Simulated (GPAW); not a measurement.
# Dielectric function and optical constants of TiC, part 2 of 2

Aim: the dielectric function of TiC, and the optical constants that follow from it. The cell comes from an older database entry, whose edges can differ from later determinations, mostly by under a per cent.

GPAW 26.7.0; DFT, PBE, plane-wave PAW (GPAW data sets), scalar-relativistic, RPA, optical limit.

So far. Step 2 (Ground state): There are states at the Fermi level within the smearing, so the occupations stay smeared and the carriers get a Drude term.

The database entry behind the starting cell differs from later determinations by our own check (0.1 to 0.3 % short, probably kX units), so it need not match the best structure at ambient conditions.

### Step 4. Dielectric function, RPA

Local fields let the induced charge screen the field inside the cell, which as a rule lowers ε, most along directions where the density is uneven.

This step: DFT, PBE, plane-wave PAW (GPAW data sets), scalar-relativistic, RPA, optical limit (GPAW 26.7.0).

df.py

```python
from gpaw.response.df import DielectricFunction

df = DielectricFunction('full.gpw', frequencies={'type': 'nonlinear', 'domega0': 0.03, 'omega2': 8},
                        ecut=50,
                        eta=0.15,
                        nbands=21,
                        rate=0.05,
                        txt='df.txt')
for direction in ['x']:
    df.get_dielectric_function(xc='RPA', direction=direction, filename=f'df_{direction}.csv')
```

Started as:

```
$ OMP_NUM_THREADS=1 python df.py
```

Output:

```text
Using integrator: PointIntegrator
NonLinearFrequencyDescriptor(from 0.000 to 89.957 eV, 531 points)
Nonperiodic BCs:  [False False False]
Using integrator: PointIntegrator
NonLinearFrequencyDescriptor(from 0.000 to 89.957 eV, 531 points)
Nonperiodic BCs:  [False False False]
Using integrator: PointIntegrator

Calculating chi0 body with:
    Ground state adapter containing:
    Number of spins: 1
    Number of kpoints: 8000
    Number of irreducible kpoints: 256
    Number of completely occupied states: 5
    Number of partially occupied states: 9

    Linear response parametrization:
    q_c: [0.0, 0.0, 0.0]
    Number of frequency points: 531
    Planewave cutoff: 50.0
    Number of bands: 21
    Number of planewaves: 15
    Broadening (eta): 0.15

Integrating chi0 body.

Symmetries of q_c:
    Direct symmetries (Uq -> q): 48
    Indirect symmetries (TUq -> q): 0
In total 48 allowed symmetries.

256 groups of equivalent kpoints. 96.8% reduction.

Integral kind: spectral function

Calculating chi0 optical extensions with:
    Ground state adapter containing:
    Number of spins: 1
    Number of kpoints: 8000
    Number of irreducible kpoints: 256
    Number of completely occupied states: 5
    Number of partially occupied states: 9

    Linear response parametrization:
    Number of frequency points: 531
    Planewave cutoff: 50.0
    Number of bands: 21
    Number of planewaves: 15
    Broadening (eta): 0.15
Integrating chi0 head and wings.

Symmetries of q_c:
    Direct symmetries (Uq -> q): 48
    Indirect symmetries (TUq -> q): 0
In total 48 allowed symmetries.

256 groups of equivalent kpoints. 96.8% reduction.

Integral kind: spectral function wings

Calculating drude chi0 with:
    Number of frequency points:531
    Plasma frequency decay rate: 0.05 eV

    Ground state adapter containing:
    Number of spins: 1
    Number of kpoints: 8000
    Number of irreducible kpoints: 256
    Number of completely occupied states: 5
    Number of partially occupied states: 9

Symmetries of q_c:
    Direct symmetries (Uq -> q): 48
    Indirect symmetries (TUq -> q): 0
In total 48 allowed symmetries.

256 groups of equivalent kpoints. 96.8% reduction.

Integral kind: intraband
Plasma frequency:
[[2.85-0.j 0.  +0.j 0.  +0.j]
 [0.  +0.j 2.85-0.j 0.  -0.j]
 [0.  +0.j 0.  -0.j 2.85-0.j]]
```

It took 11 s on 1 thread of Intel Xeon Platinum 8488C (Sapphire Rapids), shared host; peak memory 0.23 GiB.

This step gave:

| Item | Value |
| --- | --- |
| main peak of the optical conductivity above 1 eV, first axis | 6.861 eV |

Some rows of df_x.csv (energy; Re and Im without local fields; Re and Im with them):

```text
0.000000, 3321.802586, -0.000000, 3321.605699, -0.000000
0.429336, -15.472542, 39.455088, -15.525212, 39.358813
0.878195, 6.393264, 27.517859, 6.395481, 27.451494
1.347938, 7.530834, 19.393003, 7.542664, 19.371033
1.840057, 8.321932, 16.103344, 8.318616, 16.097985
2.356191, 6.393194, 14.105096, 6.391622, 14.098386
2.898142, 3.563460, 15.468749, 3.585437, 15.481953
3.467895, 2.540103, 13.047104, 2.534679, 13.075398
4.067647, 2.317632, 11.378920, 2.294693, 11.408589
4.699832, 1.975266, 10.796492, 1.948530, 10.818489
5.367152, -1.224890, 10.697418, -1.269971, 10.696255
6.072622, -1.587583, 7.361436, -1.538374, 7.351418
6.819608, -1.093203, 9.378132, -0.944570, 9.482513
7.611886, -2.369142, 5.550030, -2.377390, 5.740166
8.453705, -1.495097, 4.299483, -1.601339, 4.467297
9.349861, -2.160804, 4.087596, -2.341077, 4.285982
10.305790, -1.709912, 2.121637, -2.038774, 2.201043
11.327680, -0.279017, 1.170179, -0.601962, 1.062528
12.422601, 0.655751, 1.928735, 0.405475, 1.786863
13.598673, 0.002277, 2.634178, -0.032103, 2.325282
```

The Im ε, E ∥ x has structure finer than the step of the table below, so its rows give means over 0.5 eV, whole bins alone (the curve runs from 0.305 to 14.0 eV). Peaks (eV: height): 2.78: 16.7, 6.87: 9.49.

Im ε, E ∥ x against photon energy; means over each step:

| photon energy (eV) | Im ε, E ∥ x |
| --- | --- |
| 1.0 | 23.3 |
| 1.5 | 17.7 |
| 2.0 | 16.2 |
| 2.5 | 14.6 |
| 3.0 | 14.5 |
| 3.5 | 12.6 |
| 4.0 | 11.4 |
| 4.5 | 11.1 |
| 5.0 | 11.4 |
| 5.5 | 9.84 |
| 6.0 | 7.64 |
| 6.5 | 7.23 |
| 7.0 | 8.03 |
| 7.5 | 5.65 |
| 8.0 | 4.63 |
| 8.5 | 4.55 |
| 9.0 | 4.47 |
| 9.5 | 3.79 |
| 10.0 | 2.63 |
| 10.5 | 1.89 |
| 11.0 | 1.23 |
| 11.5 | 1.15 |
| 12.0 | 1.51 |
| 12.5 | 1.83 |
| 13.0 | 2.35 |
| 13.5 | 2.38 |

The Re ε, E ∥ x by photon energy:

| photon energy (eV) | Re ε, E ∥ x |
| --- | --- |
| 0.5 | -4.62 |
| 1.0 | 4.61 |
| 1.5 | 7.90 |
| 2.0 | 7.72 |
| 2.5 | 7.09 |
| 3.0 | 3.15 |
| 3.5 | 2.37 |
| 4.0 | 2.49 |
| 4.5 | 1.58 |
| 5.0 | 0.977 |
| 5.5 | -1.73 |
| 6.0 | -1.63 |
| 6.5 | 0.511 |
| 7.0 | -3.31 |
| 7.5 | -2.12 |
| 8.0 | -1.77 |
| 8.5 | -1.55 |
| 9.0 | -1.87 |
| 9.5 | -2.66 |
| 10.0 | -2.34 |
| 10.5 | -1.97 |
| 11.0 | -1.24 |
| 11.5 | -0.281 |
| 12.0 | 0.233 |
| 12.5 | 0.408 |
| 13.0 | 0.500 |
| 13.5 | -0.0701 |

Values under 1 per cm are given as 1. Table of absorption coefficient, E ∥ x by photon energy:

photon energy (eV), log10 absorption coefficient, E ∥ x (1/cm) and a bar from the least value:
```
    0.492        5.3 
    1.010        5.5 #####
    1.486        5.5 #######
    1.985        5.7 ###########
    2.508        5.7 ############
    3.018        5.9 #################
    3.510        5.9 ###################
    3.980        5.9 ###################
    4.516        6.0 #####################
    4.981        6.1 ########################
    5.515        6.1 ##########################
    6.021        6.1 #########################
    6.494        6.1 ########################
    6.985        6.2 #############################
    7.496        6.2 ###########################
    8.026        6.2 ###########################
    8.516        6.2 ###########################
    9.023        6.2 #############################
    9.483        6.3 ##############################
   10.026        6.2 #############################
   10.519        6.2 ############################
   11.029        6.1 #########################
   11.479        6.0 #####################
   12.023        6.0 #####################
   12.504        6.0 #######################
   13.000        6.1 #########################
   13.512        6.2 ###########################
```

Table of reflectivity at normal incidence, E ∥ x by photon energy; read off at these points:

| photon energy (eV) | reflectivity at normal incidence, E ∥ x (%) |
| --- | --- |
| 0.500 | 63.8 |
| 0.750 | 56.1 |
| 1.000 | 53.2 |
| 1.250 | 48.3 |
| 1.500 | 46.1 |
| 1.750 | 45.1 |
| 2.000 | 46.2 |
| 2.250 | 43.4 |
| 2.500 | 42.1 |
| 2.750 | 46.1 |
| 2.819 | 46.6 |
| 3.000 | 44.8 |
| 3.250 | 42.1 |
| 3.500 | 43.3 |
| 3.750 | 40.6 |
| 4.000 | 41.4 |
| 4.250 | 40.6 |
| 4.500 | 41.2 |
| 4.750 | 40.7 |
| 5.000 | 43.4 |
| 5.250 | 45.2 |
| 5.416 | 46.1 |
| 5.500 | 46.0 |
| 5.750 | 44.3 |
| 6.000 | 43.0 |
| 6.250 | 39.9 |
| 6.500 | 34.4 |
| 6.750 | 40.8 |
| 7.000 | 49.6 |
| 7.097 | 50.5 |
| 7.250 | 47.2 |
| 7.500 | 43.2 |
| 7.750 | 45.9 |
| 8.000 | 40.4 |
| 8.250 | 39.5 |
| 8.500 | 38.9 |
| 8.750 | 38.9 |
| 9.000 | 41.1 |
| 9.250 | 42.6 |
| 9.500 | 47.7 |
| 9.750 | 48.7 |
| 10.000 | 49.3 |
| 10.250 | 48.6 |
| 10.500 | 50.2 |
| 10.591 | 50.7 |
| 10.750 | 49.5 |
| 11.000 | 47.0 |
| 11.250 | 37.1 |
| 11.500 | 24.0 |
| 11.750 | 17.2 |
| 12.000 | 14.8 |
| 12.250 | 15.0 |
| 12.500 | 14.9 |
| 12.750 | 14.9 |
| 13.000 | 17.3 |
| 13.250 | 21.8 |
| 13.500 | 22.0 |
| 13.750 | 22.9 |

The refractive index n and extinction k by photon energy:

| photon energy (eV) | n | k |
| --- | --- | --- |
| 0.5 | 3.78 | 4.34 |
| 1.0 | 3.76 | 3.09 |
| 1.5 | 3.65 | 2.33 |
| 2.0 | 3.64 | 2.35 |
| 2.5 | 3.36 | 2.05 |
| 3.0 | 2.98 | 2.40 |
| 3.5 | 2.77 | 2.31 |
| 4.0 | 2.69 | 2.18 |
| 4.5 | 2.52 | 2.18 |
| 5.0 | 2.53 | 2.33 |
| 5.5 | 2.03 | 2.42 |
| 6.0 | 1.76 | 2.17 |
| 6.5 | 1.92 | 1.78 |
| 7.0 | 1.69 | 2.48 |
| 7.5 | 1.42 | 2.03 |
| 8.0 | 1.23 | 1.81 |
| 8.5 | 1.26 | 1.78 |
| 9.0 | 1.21 | 1.82 |
| 9.5 | 1.01 | 1.92 |
| 10.0 | 0.765 | 1.71 |
| 10.5 | 0.620 | 1.53 |
| 11.0 | 0.490 | 1.22 |
| 11.5 | 0.661 | 0.848 |
| 12.0 | 0.938 | 0.805 |
| 12.5 | 1.07 | 0.863 |
| 13.0 | 1.21 | 0.985 |
| 13.5 | 1.06 | 1.09 |

At chosen wavelengths:

| wavelength (nm) | n | k | R (%) | 1/α |
| --- | --- | --- | --- | --- |
| 1550 | 4.27 | 3.289 | 55.7 | 38 nm |
| 1064 | 3.75 | 2.494 | 47.9 | 34 nm |
| 532 | 3.31 | 2.143 | 42.8 | 20 nm |
| 450 | 3.44 | 2.413 | 46.1 | 15 nm |
| 308 | 2.67 | 2.176 | 41.3 | 11 nm |
| 248 | 2.53 | 2.324 | 43.4 | 8.5 nm |
| 193 | 1.79 | 1.788 | 34.8 | 8.6 nm |

In reflection the computed colour is light grey: x = 0.316, y = 0.324, luminous reflectivity 44 %.

### Step 5. Summary of results

```json
{
  "main peak of the optical conductivity above 1 eV, first axis": "6.86 eV"
}
```

At this level (PBE, RPA) TiC is a metal; it reflects 43 % at 550 nm. In reflection the computed colour is light grey: x = 0.316, y = 0.324, luminous reflectivity 44 %. The carriers' damping of 0.05 eV is typed, not computed; it shapes the response at the lowest energies. The sum runs over mesh points, so small or evenly spaced maxima can still be ripples of the mesh. In this version of GPAW the matrix elements of the optical limit are incomplete, which can lower ε − 1 by up to a tenth where first-row anions or d states rule, and shift it by more in d metals. GPAW's carrier term has the form −ωp²/(ω + i·rate)², which damps like twice the rate and fails at low energy, so the curves leave the lowest energies out.

[Machine, clock and banner lines and Python warnings are left out of the logs.]

[Logs are printed without paths, hosts, clocks, repeated set-up lines and the standing remarks that a program may print on its own settings, such as how far it seeks lower states.]

[Hosts, paths, dates, database ids (printed as entryN), source tags and the programs' standing remarks are cut or masked in the printed files.]
